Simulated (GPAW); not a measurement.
# A GW chain in GPAW: FeAs2 (Lollingite), part 2 of 2

Aim: the G0W0 gap of FeAs2 (Lollingite) on LDA, step by step.

GPAW 26.7.0; LDA and many-body steps on it, plane waves. Known limits of the many-body steps: not at the basis limit; no spin polarisation; d states lean on the start; no spin-orbit coupling; coarse k mesh.

So far. Step 3 (Bands along the symmetry lines): The gap is 0.234 eV, −0.031 eV from the run before at this level. Step 4 (Empty states on the mesh, 4×4×6 mesh, 317 bands): On this mesh the gap is 0.247 eV.

### 5. Screening and self-energy, 4×4×6 mesh, 143 bands, screening to 78 eV

Now the one-shot GW correction: screening in the RPA, then the self-energy of the levels asked for.

This step: G0W0 on LDA, plane waves, PAW.

run.py

```python
import json
import numpy as np
from gpaw.mpi import world
from gpaw.response.g0w0 import G0W0

gw = G0W0('full.gpw',
    filename='gw',
    kpts=[0, 2, 6, 9],
    bands=(16, 20),
    ecut=78,
    nbands=143,
    integrate_gamma='WS',
    ppa=True)
gw.calculate()
res = {mode: {k: v for k, v in r.items() if k != 'sigma_eskwn'}
       for mode, r in gw.all_results.items()}

if world.rank == 0:
    with open('result.json', 'w') as f:
        json.dump(res, f, default=lambda x: x.tolist())
```

On the command line:

```console
> mpirun -n 4 gpaw python run.py
```

Numbers of over 12 decimals in the logs are rounded to 6 here.

Output:

```text
Using integrator: PointIntegrator
FrequencyGridDescriptor(from 0.000+0.000j to 0.000+27.211j eV, 2 points)
Nonperiodic BCs:  [False False False]
Using integrator: PointIntegrator
FrequencyGridDescriptor(from 0.000+0.000j to 0.000+27.211j eV, 2 points)
Nonperiodic BCs:  [False False False]
  ___  _ _ _
 |   || | | |
 | | || | | |
 |__ ||_____|
 |___|

BZ k-points: Symmetries present (total): 4

  [... matrices ...]
96 k-points: 4 x 4 x 6 Monkhorst-Pack grid + [1/8,1/8,1/12]
40 k-points in the irreducible part of the Brillouin zone
       k-points in crystal coordinates                weights
   0:     0.00000000    0.00000000    0.00000000          1/96
   1:     0.00000000    0.00000000    0.16666667          2/96
   2:     0.00000000    0.00000000    0.33333333          2/96
   3:     0.00000000    0.00000000    0.50000000          1/96
   4:     0.00000000    0.25000000    0.00000000          2/96
   5:     0.00000000    0.25000000    0.16666667          4/96
   6:     0.00000000    0.25000000    0.33333333          4/96
   7:     0.00000000    0.25000000    0.50000000          2/96
   8:     0.00000000    0.50000000    0.00000000          1/96
   9:     0.00000000    0.50000000    0.16666667          2/96
          ...
  39:     0.50000000    0.50000000    0.50000000          1/96

Distributing spins, k-points and bands (1 x 4 x 4) over 4 processes
Number of blocks: 1

Quasi particle states:
k-points (IBZ indices): [0, 2, 6, 9]
Band range: (16, 20)
  [... matrices ...]
Computational parameters:
Plane wave cut-off: 78 eV
Number of bands: 143
Coulomb cutoff: None
Broadening: 0.1 eV

fxc modes: GW
Kernel: RPA
Using Godby-Needs plasmon-pole approximation:
  Fitting energy: i*E0, E0 = 1.000 Hartree
Summing all q:

Calculating screened Coulomb potential
No Coulomb truncation
FrequencyGridDescriptor(from 0.000+0.000j to 0.000+27.211j eV, 2 points)
Removing empty qpoint cache files...

Calculating chi0 body with:
    Ground state adapter containing:
    Number of spins: 1
    Number of kpoints: 96
    Number of irreducible kpoints: 40
    Number of completely occupied states: 18
    Number of partially occupied states: 18
    Occupied states memory: 5.191040 M / cpu

    Linear response parametrization:
    q_c: [0.0, 0.0, 1.3877787807814457e-17]
    Number of frequency points: 2
    Planewave cutoff: 78.0
    Number of bands: 143
    Number of planewaves: 143
    Broadening (eta): 1e-06
    comm.size: 4
    kncomm.size: 4
    blockcomm.size: 1

    Memory estimate of potentially large arrays:
        chi0_wGG: 0.624054 M / cpu
Integrating chi0 body.

Symmetries of q_c:
    Direct symmetries (Uq -> q): 4
    Indirect symmetries (TUq -> q): 0
In total 4 allowed symmetries.

  [... matrices ...]
40 groups of equivalent kpoints. 58.333333% reduction.

Integral kind: response function
Integrating chi0 head and wings.

Symmetries of q_c:
    Direct symmetries (Uq -> q): 4
    Indirect symmetries (TUq -> q): 0
In total 4 allowed symmetries.

  [... matrices ...]
40 groups of equivalent kpoints. 58.333333% reduction.

Integral kind: response function wings

Calculating chi0 body with:
    Ground state adapter containing:
    Number of spins: 1
    Number of kpoints: 96
    Number of irreducible kpoints: 40
    Number of completely occupied states: 18
    Number of partially occupied states: 18
[... the further q-points ...]

Results:
f:      Occupation numbers
eps:     KS-eigenvalues [eV]
vxc:     KS vxc [eV]
exx:     Exact exchange [eV]
sigma:   Self-energies [eV]
dsigma:  Self-energy derivatives
Z:       Renormalization factors
qp:      QP-energies [eV]

k-point 0 (0): (0.000, 0.000, 0.000)                GW
band       f     eps     vxc     exx   sigma  dsigma       Z      qp
                                                                   GW
  16   1.000   8.473 -30.248 -34.981   5.726  -0.478   0.677   9.145
  17   1.000   8.558 -30.556 -35.289   5.741  -0.480   0.676   9.239
  18   0.000  10.237 -30.031 -26.164  -2.495  -0.420   0.704  11.203
  19   0.000  11.101 -15.395 -11.028  -3.553  -0.264   0.791  11.746

k-point 1 (2): (0.000, 0.000, 0.333)                GW
band       f     eps     vxc     exx   sigma  dsigma       Z      qp
                                                                   GW
  16   1.000   7.975 -28.373 -32.809   5.401  -0.466   0.682   8.633
  17   1.000   8.299 -28.856 -30.738   3.007  -0.444   0.693   9.078
  18   0.000   8.875 -29.542 -25.788  -2.414  -0.450   0.690   9.799
  19   0.000   9.241 -25.178 -20.926  -3.088  -0.385   0.722  10.080

k-point 2 (6): (0.000, 0.250, 0.333)                GW
band       f     eps     vxc     exx   sigma  dsigma       Z      qp
                                                                   GW
  16   1.000   7.922 -26.404 -30.415   4.878  -0.440   0.695   8.524
  17   1.000   8.468 -28.066 -31.043   3.957  -0.435   0.697   9.152
  18   0.000   8.923 -29.440 -25.347  -2.735  -0.448   0.691   9.860
  19   0.000   9.239 -26.970 -23.289  -2.474  -0.410   0.709  10.095

k-point 3 (9): (0.000, 0.500, 0.167)                GW
band       f     eps     vxc     exx   sigma  dsigma       Z      qp
                                                                   GW
  16   1.000   8.628 -26.784 -30.013   4.089  -0.417   0.706   9.234
  17   1.000   8.628 -26.784 -30.013   4.089  -0.417   0.706   9.235
  18   0.000   9.959 -23.405 -19.983  -2.413  -0.359   0.736  10.701
  19   0.000   9.959 -23.405 -19.983  -2.413  -0.359   0.736  10.701
```

Run time: 8.7 min. Hardware: 4 MPI ranks of Arm Neoverse V2, shared host; peak memory 2.4 GiB.

This step gave:

| Quantity | Value |
| --- | --- |
| G0W0 gap on the mesh | 0.5607 eV |
| least direct G0W0 gap on the computed points | 0.7083 eV |
| Z at the valence top | 0.6759 |
| Z at the conduction bottom | 0.6897 |
| starting gap on the mesh | 0.2474 eV |
| k of the valence top | 0, 0, 0 |
| k of the conduction bottom | 0, 0, 0.3333 |

The gap on the mesh goes from 0.25 eV to 0.56 eV, a correction of +0.31 eV.

Limits: finite bands, cutoff and mesh; no spin polarisation; d states lean on the start; no spin-orbit coupling; coarse k mesh. v1 is the top filled band, c1 the lowest empty one. The levels before and after the correction (eV, zero at the valence-band top of each column):

```
           conduction bottom  valence top
Kohn-Sham               0.25         0.00
     G0W0               0.56         0.00
```

|  | level | energy (eV) |
| --- | --- | --- |
| Kohn-Sham | Γ v2 | -0.155 |
| Kohn-Sham | Γ v1 | -0.070 |
| Kohn-Sham | Γ c1 | 1.609 |
| Kohn-Sham | Γ c2 | 2.473 |
| Kohn-Sham | (0 0 0.333) v2 | -0.653 |
| Kohn-Sham | (0 0 0.333) v1 | -0.329 |
| Kohn-Sham | (0 0 0.333) c1 | 0.247 |
| Kohn-Sham | (0 0 0.333) c2 | 0.613 |
| G0W0 | Γ v2 | -0.094 |
| G0W0 | Γ v1 | 0.000 |
| G0W0 | Γ c1 | 1.964 |
| G0W0 | Γ c2 | 2.507 |
| G0W0 | (0 0 0.333) v2 | -0.606 |
| G0W0 | (0 0 0.333) v1 | -0.160 |
| G0W0 | (0 0 0.333) c1 | 0.561 |
| G0W0 | (0 0 0.333) c2 | 0.842 |

### 6. Where the time went

Times are wall times on 4 MPI ranks of Arm Neoverse V2, shared host, good to a factor of about two.

```csv
step,time,share,memory (GiB)
ground state,31 s,3 %,0.81
bands along the symmetry lines,62 s,7 %,1
empty states on the mesh,4.7 min,31 %,4.3
screening and self-energy,8.7 min,58 %,2.4
```

### 7. Results

| Item | Value |
| --- | --- |
| LDA gap | 0.23 eV, indirect |
| G0W0 gap on the mesh | 0.56 eV |
| GW settings | 4×4×6 mesh, 143 bands, screening to 78 eV, Godby-Needs plasmon pole |
| known limits | not at the basis limit; no spin polarisation; d states lean on the start; no spin-orbit coupling; coarse k mesh |

**Reading.** G0W0 moves the gap on the mesh from 0.25 eV to 0.56 eV (+0.31 eV), with Z of 0.68 and 0.69 at the edges. The dearest step here is «screening and self-energy». Against experiment, by G0W0@LDA: the gap of 0.55 eV lies +0.35 eV from the measured 0.2 eV (transport, 2009). The calculation has static nuclei and no excitons; a measured gap holds zero-point and thermal motion, which mostly lowers it. Bands and cutoff are finite, so the gap is not at the basis limit. The miss can reach some tenths of an eV and take either sign; the mesh is an error of its own. These stock PAW sets were not made for GW; the filled d or f shell of As lies in the frozen core, which bears on start and correction. The 4×4×6 mesh is coarse for this cell, which bears on the long-range parts of exchange and screening. The runs have no spin polarisation. For a closed low-spin shell that is the natural state; where a d or f shell is open it is a constraint, and the gap is then not the crystal's own. With d states at the gap, one-shot GW leans hard on its start. The many-body steps are scalar-relativistic: spin-orbit coupling is not in them.

[Paths, hosts, dates, memory and timing lines, banners, echoed tables and standing remarks are left out of the program output.]

[Logs are printed without paths, hosts, clocks, repeated set-up lines and the standing remarks that a program may print on its own settings, such as how far it seeks lower states.]

[Runs of the session that timed out or met a known fault of the program may be left out.]

[Hosts, paths, dates, database ids (printed as entryN), source tags and the programs' standing remarks are cut or masked in the printed files.]
